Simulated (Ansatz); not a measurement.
## O2 on Al(100), ontop start, 2x2 cell: work function, bands and core levels: cost of one run

Ansatz 0.2.0; DFT, PBE, plane-wave PAW, default files, scalar-relativistic. The cell holds 22 atoms.

input.yaml

```yaml
crystal:
  lattice:
    - [5.713422792, 0.0, 0.0]
    - [0.0, 5.713422792, 0.0]
    - [0.0, 0.0, 25.23]
  atoms:
    - { symbol: O, position: [0.881314421, 0.0, 0.702734839], spin: 1.0 }
    - { symbol: O, position: [0.12112067, 0.0, 0.702734839], spin: 1.0 }
    - { symbol: Al, position: [0.0, 0.0, 0.617518827] }
[... 13 atom lines left out ...]
    - { symbol: Al, position: [0.25, 0.75, 0.377328577] }
    - { symbol: Al, position: [0.75, 0.75, 0.377328577] }
    - { symbol: Al, position: [0.0, 0.0, 0.297265161] }
    - { symbol: Al, position: [0.5, 0.0, 0.297265161] }
    - { symbol: Al, position: [0.0, 0.5, 0.297265161] }
    - { symbol: Al, position: [0.5, 0.5, 0.297265161] }
magnetization:
  spin_polarized: true
kpoints:
  mp_grid: { grid: [6, 6, 1] }
scf:
  occupations: { method: fermi_dirac, width: 0.05 }
  n_extra_bands: 17
hamiltonian:
  xc: pbe
  pseudopotentials: { kind: paw }
output:
  forces: true
  write_potential: true
  volumetric_format: []
efield:
  axis: 3
  dipole_correction: true
relax:
  f_tol: 0.03
  max_steps: 45
  constraints: [{ sites: [10, 11, 12, 13, 14, 15, 16, 17, 18, 19, 20, 21] }]
```

Command:

```console
$ ansatz run input.yaml --threads 4 --pin off --max-ram 12288MiB --backend cpu --events-out ev --progress --plain --runs-dir out
```

The cutoff in use is 420 eV. For reference, a run of the same kind (5 atoms, 36 k-points, 20 bands and 3,697 plane waves; 12 SCF cycles) took 20 s and 0.5 GiB on the same hardware.

In doubt: warnings of the run leave room for a lower electronic state (in some of the runs), so energies may not be the lowest and differences between runs may mislead.

Q: Estimate wall time and peak memory on 4 threads of Intel Xeon at 2.50GHz (Skylake/Cascade Lake), shared host.

A cutoff of 420 eV is a sphere of radius 10.5 Å⁻¹, so a cell of 824 Å³ holds about V·G³/6π² = 16,096 plane waves. Symmetry cuts the 6×6×1 mesh from 36 to 16 points. The run has 16 k-points, 53 bands, 16,169 plane waves and two spins. Taking the work of a cycle as k-points × spins × bands × plane waves, that is 10 times the reference, or 3.5 min at the reference's 12 cycles. The run needed 190 SCF cycles over 22 ionic steps, which makes it about 55 min. One copy of the wavefunctions takes 0.41 GiB at 16 bytes a coefficient, against 0.04 GiB in the reference; grids, projectors and work arrays come on top. Measured: about 39 min, with a peak of 1.9 GiB. The run was quicker than this simple count says.

[Logs are printed without paths, hosts, clocks, repeated set-up lines and the standing remarks that a program may print on its own settings, such as how far it seeks lower states.]

[Hosts, paths, dates, database ids (printed as entryN), source tags and the programs' standing remarks are cut or masked in the printed files.]

[Maps of the electrostatic potential energy from Ansatz leave out the sawtooth potential of an applied field or a dipole correction, so their vacuum need not be flat; work functions include it.]
